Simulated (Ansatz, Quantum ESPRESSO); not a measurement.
# Al3W (Pm-3m): zone-centre phonons, part 3 of 3

Aim: the zone-centre modes of Al3W (Pm-3m).

Quantum ESPRESSO 7.5; DFT PBE, scalar-relativistic, plane waves, PseudoDojo norm-conserving pseudopotentials.

So far, highest optical zone-centre mode (no LO-TO term) (cm⁻¹): step 6 (zone-centre analysis) 342; step 8 (without ASR) 342.

The structure was built from a prototype and need not be the compound's stable phase.

### Step 9. A second program

The same cell goes through another code, with its own cutoff. It uses its own PAW datasets, so the potentials differ. Its k mesh is centred on Γ.

This step: DFT PBE, scalar-relativistic, plane waves, PAW (Ansatz 0.2.0).

The input, input.yaml:

```yaml
crystal:
  lattice:
    - [3.9398763622, 0.0, 0.0]
    - [0.0, 3.9398763622, 0.0]
    - [0.0, 0.0, 3.9398763622]
  atoms:
    - { symbol: W, position: [0.0, 0.0, 0.0] }
    - { symbol: Al, position: [0.0, 0.5, 0.5] }
    - { symbol: Al, position: [0.5, 0.0, 0.5] }
    - { symbol: Al, position: [0.5, 0.5, 0.0] }
kpoints:
  mp_grid: { grid: [8, 8, 8] }
hamiltonian:
  xc: pbe
scf:
  occupations: { method: cold, width: 0.27211 }
output:
  eigenvalues: true
phonons:
  method: dfpt
```

Started as:

```sh
> ansatz run input.yaml --threads 4 --pin off --max-ram 8192MiB --backend cpu --events-out ev --progress --plain --runs-dir out
```

Numbers of over 12 decimals in the logs are rounded to 6 here.

What it wrote:

```text
zone centre: on kpoints.mp_grid the ground state, and the responses unless they are solved on pairs of k-points, stand on 125 of the mesh's 512 k-points, reduced under 8 symmetry operations, with k and −k counted as one. Each operation leaves every solved displacement unchanged or reverses it
Engine: ansatz 0.2.0, aarch64-unknown-linux-gnu
Pseudopotentials: kind: paw
Pseudopotential: W, paw, valence charge 14, recommended cutoff 420 eV (normal), W.paw.azcp
Pseudopotential: Al, paw, valence charge 3, recommended cutoff 420 eV (normal), Al.paw.azcp
Functional definition: PBE
  parameter kappa = 0.804
  parameter beta = 0.066725
  exchange = pbe_x(kappa = kappa, mu = beta*pi^2/3)
  correlation = pbe_c(beta = beta)
Crystal: 4 atoms, lattice volume = 61.157 Å³
Basis set: ecut = 420 eV, 1213 PW (Γ), exchange–correlation on 54×54×54 points (8 copies of the dense FFT grid, shifted against one another)
Bands: 16, of which v1, the nominal top of the filled ones, is band 12 counted from 1 (11 counted from 0)
Symmetry: 48 space group operations
k-points: 125 of 512 (irreducible under 8 space group operations)
Non-local potential: W, projectors of the file, l = 0: 3, l = 1: 2, l = 2: 2, l = 3: 1
Non-local potential: Al, projectors of the file, l = 0: 2, l = 1: 2, l = 2: 1
PAW form: soft (Blöchl's): semilocal exchange-correlation on the pseudo side does not see the compensation charge
PAW one-centre angular grid: W, 590 points (default); XC on 64 Gauss nodes
PAW one-centre angular grid: Al, 110 points (default); XC on 64 Gauss nodes
Initial density: superposition of atomic densities (neutral atoms: chi_scale 0, normalization atom), corrected by the library's trained network
Initial wavefunctions: pseudopotential atomic-orbital guess
Functional: x = pbe(κ = 0.804, μ = 0.219515), c = pbe(β = 0.066725)
SCF iter   1: F=—  HF=-11997.078166 eV  |F-HF|=—  |Δ(HF+E_count)|=         —  Δρ=6.53e-3  dr2=2.37e-2  ethr=1.77e-3  ⟨swp⟩=5.4  Hψ=11190  notcnv=0
preconditioner: auto → Kerker (q_TF=auto, 2.318 Å⁻¹)  [metal: Δε(μ)=0.039 eV  Ē_g=6.186 eV  σ=0.272 eV  W_gap=0.09  n_scr=18 (ndim 8)  ℏωp=18.4 eV  f_vac=0.000  D(μ)=3.23/eV (n_scr^D=26)]
SCF iter   2: F=—  HF=-11997.074785 eV  |F-HF|=—  |Δ(HF+E_count)|=   3.38e-3  S|Δr|=    0.00e0  Δρ=2.92e-3  dr2=2.15e-3  ethr=1.03e-4  ⟨swp⟩=1.0  Hψ=3019  notcnv=0
SCF iter   3: F=—  HF=-11997.074794 eV  |F-HF|=—  |Δ(HF+E_count)|=   9.35e-6  S|Δr|=    0.00e0  Δρ=1.31e-3  dr2=4.92e-4  ethr=9.35e-6  ⟨swp⟩=1.0  Hψ=2000  notcnv=0
SCF iter   4: F=—  HF=-11997.074818 eV  |F-HF|=—  |Δ(HF+E_count)|=   2.34e-5  S|Δr|=    0.00e0  Δρ=1.20e-4  dr2=8.98e-6  ethr=2.14e-6  ⟨swp⟩=1.0  Hψ=2000  notcnv=0
SCF iter   5: F=—  HF=-11997.074819 eV  |F-HF|=—  |Δ(HF+E_count)|=   1.19e-6  S|Δr|=    0.00e0  Δρ=2.03e-5  dr2=4.40e-7  ethr=3.91e-8  ⟨swp⟩=2.3  Hψ=2666  notcnv=0
SCF iter   6: F=—  HF=-11997.074819 eV  |F-HF|=—  |Δ(HF+E_count)|=   1.04e-7  S|Δr|=    0.00e0  Δρ=3.09e-6  dr2=6.39e-9  ethr=1.91e-9  ⟨swp⟩=2.3  Hψ=2705  notcnv=0
SCF iter   7: F=—  HF=-11997.074819 eV  |F-HF|=—  |Δ(HF+E_count)|=   2.54e-9  S|Δr|=    0.00e0  Δρ=3.37e-7  dr2=6.40e-11  ethr=2.78e-11  ⟨swp⟩=2.6  Hψ=3389  notcnv=0
SCF iter   8: F=-11997.074819 eV  HF=-11997.074819 eV  |F-HF|=7.28e-12  |Δ(HF+E_count)|=  2.36e-11  S|Δr|=    0.00e0  Δρ=5.61e-8  dr2=1.64e-12  ethr=1.00e-12  ⟨swp⟩=5.5  Hψ=8155  notcnv=0
SCF 1 converged in 8 iterations: F = -11997.074819 eV  dr2 = 1.64e-12
  greatest PAW one-centre occupation: 1.000 electrons in one spin orbital (limit 2), on the W atom at site 0 (counted from 0), in its partial waves of l = 0
DFPT response loops at Γ: preconditioner auto → Kerker (q_TF=auto, 2.318 Å⁻¹) (partly filled bands, converged f_vac=0.000); β = 1.00, the filter's whole step (`scf.mixing.beta` (0.50) is not read by the response loops under this deck's `scf.mixing.preconditioner`; to damp them name `kerker` or `kerker_dos`, under which they read `scf.mixing.beta`, and type it under 1.00, their step now; both keys bind the ground state too); Broyden in place of MSR1
SCF converged after 8 iterations
Stability not checked: this state was not tested for a lower state beside it, because cold or Methfessel-Paxton smearing, or corrected tetrahedra, fill the levels in a way that the test cannot read (fill_not_monotonic; see scf.lower_state_search)
Free energy (F): -11997.074819 eV
Harris-Foulkes:  -11997.074819 eV  (|F-HF|=7.28e-12)
Internal energy: -11997.052110 eV  (E = F + TS)
E sigma→0 (E₀):  -11997.067249 eV
Entropy (-TS):   -0.022709 eV (-5.677 meV/atom)
Fermi energy:    12.494700 eV
Step filling:    the computed levels leave a gap of 0.0000 eV = 0.0 smearing widths at the electron count; against every level under it full and every level over it empty, smearing changes F+E_penalty+E_count by -8.379 meV and its σ→0 estimate by -0.810 meV
--- Per-component energies (eV) ---
  E_band       = -151.784094
  E_kinetic    = 522.393964
  E_local      = -1192.859683  (includes V_loc(G=0)·N_el)
  E_nonlocal   = 33.351365
  E_hartree    = 474.656381
  E_xc         = -387.151941
  E_vxc        = -327.111525  (∫ρ·V_xc dr)
  E_paw        = -9965.458437  (= ΣΔE_a)
  E_vpaw       = -136.870883  (= ΣTr[D̂ρ^β])
  E_aug_tail   = -0.000066  (compensation charges beyond the density's cutoff)
  E_ewald      = -1481.983692
  E_smearing   = -0.022709  (= −TS)
  E_closure    = -0.000000  (closes the sum)
  Σ components = -11997.074819   (vs F -11997.074819, Δ=0.00e0)
--- Band table (eV; the first three rows and the last of 125) ---
  k-point 0: bands = [... 8 lower, 10.2587, 10.2587, 11.5527, 11.5527, 11.5527, 12.4803, 17.6472, 17.6472]
  k-point 1: bands = [... 8 lower, 10.0223, 10.1547, 11.5935, 11.8281, 11.8281, 13.2966, 16.3440, 17.8814]
  k-point 2: bands = [... 8 lower, 9.6256, 10.6120, 11.6960, 12.3670, 12.3670, 14.3658, 15.0308, 17.5088]
  k-point 124: bands = [... 8 lower, 8.9310, 8.9310, 8.9310, 11.0186, 13.0415, 13.0415, 15.8827, 15.8827]
--- Phonons (Γ-DFPT): 3 representative perturbations + reference, on 125 of 512 k-points (Σ response iterations 9) ---
  k mesh reduced under 8 symmetry operations, with k and −k counted as one. Each operation leaves every solved displacement unchanged or reverses it
  ASR residual: 9.144e-5 → 0.000e0 eV/Å²; symmetrization residual: 3.191e-6 eV/Å²
  ASR residual per site (eV/Å²): 9.85e-6 9.14e-5 9.14e-5 9.14e-5
  Γ frequencies (cm⁻¹): 0.00 0.00 0.00 181.59 181.59 181.59 267.87 267.87 267.87 341.18 341.18 341.18
  non-analytic LO–TO correction: not included (Born effective charges unavailable; polar crystals: no LO–TO splitting at Γ)
```

Wall time 10 s (4 threads of Arm Neoverse V2, shared host); peak memory 0.66 GiB.

Numbers from this step:

```yaml
sum_rule_residual_before_enforcement: 9.14e-5 eV/Å²
highest_optical_zone_centre_mode_no_lo_to_term: 341.2 cm⁻¹
lowest_optical_zone_centre_mode: 181.6 cm⁻¹
```

### Step 10. Side by side: QE PseudoDojo and Ansatz, PAW

Numbers from this step:

```yaml
root_mean_square_difference: 1.3 cm⁻¹
largest_difference: 1.61 cm⁻¹
```

Frequencies side by side, by row:

```
q (reciprocal lattice)  mode  QE PseudoDojo (cm⁻¹)  Ansatz, PAW (cm⁻¹)
                 0 0 0     1                     0                   0
                 0 0 0     2                     0                   0
                 0 0 0     3                     0                   0
                 0 0 0     4                 182.4               181.6
                 0 0 0     5                 182.4               181.6
                 0 0 0     6                 182.4               181.6
                 0 0 0     7                 269.5               267.9
                 0 0 0     8                 269.5               267.9
                 0 0 0     9                 269.5               267.9
                 0 0 0    10                 342.5               341.2
                 0 0 0    11                 342.5               341.2
                 0 0 0    12                 342.5               341.2
```

At the zone centre the largest difference (acoustic modes at Γ apart) is 0.5 % of the highest mode.

### Step 11. Summary of results

* space group after relaxation: Pm-3m
* volume per atom: 15.3 Å³
* highest optical zone-centre mode (no LO-TO term): 342.5 cm⁻¹
* lowest optical zone-centre mode: 182.4 cm⁻¹
* imaginary optical modes at the zone centre (no q mesh in this session): none
* largest difference from Ansatz, PAW: 1.61 cm⁻¹

What this shows: At the PBE level the optical modes of Al3W (Pm-3m) at the zone centre run from 182 to 342 cm⁻¹. Of the 9 optical modes, 6 are infrared active alone and 3 are silent. QE PseudoDojo and Ansatz, PAW differ by 1.3 cm⁻¹ in the root mean square and by 1.6 cm⁻¹ at most, 0.5 % of the highest mode compared (acoustic modes at Γ left out); the two use different potentials, and the cell was not relaxed for the second set. These are harmonic frequencies at zero temperature: anharmonic shifts and linewidths and thermal expansion are left out. Spin-orbit coupling is left out, which can matter for the heavy elements here. In a metal the frequencies hang on the k mesh and the smearing, most of all near Kohn anomalies. The runs are without spin polarisation, although the cell has an odd electron count or an open d or f shell, so a magnetic state was not tested. The relaxation ran at 62 Ry, under the 74 Ry recommended for these files; the stress of so short a basis can leave the cell about one per cent too small. The structure is a hypothetical one, built on a prototype.

[Host names and launcher messages were left out of these logs when they were recorded.]

[Logs are printed without paths, hosts, clocks, repeated set-up lines and the standing remarks that a program may print on its own settings, such as how far it seeks lower states.]

[Hosts, paths, dates, database ids (printed as entryN), source tags and the programs' standing remarks are cut or masked in the printed files.]
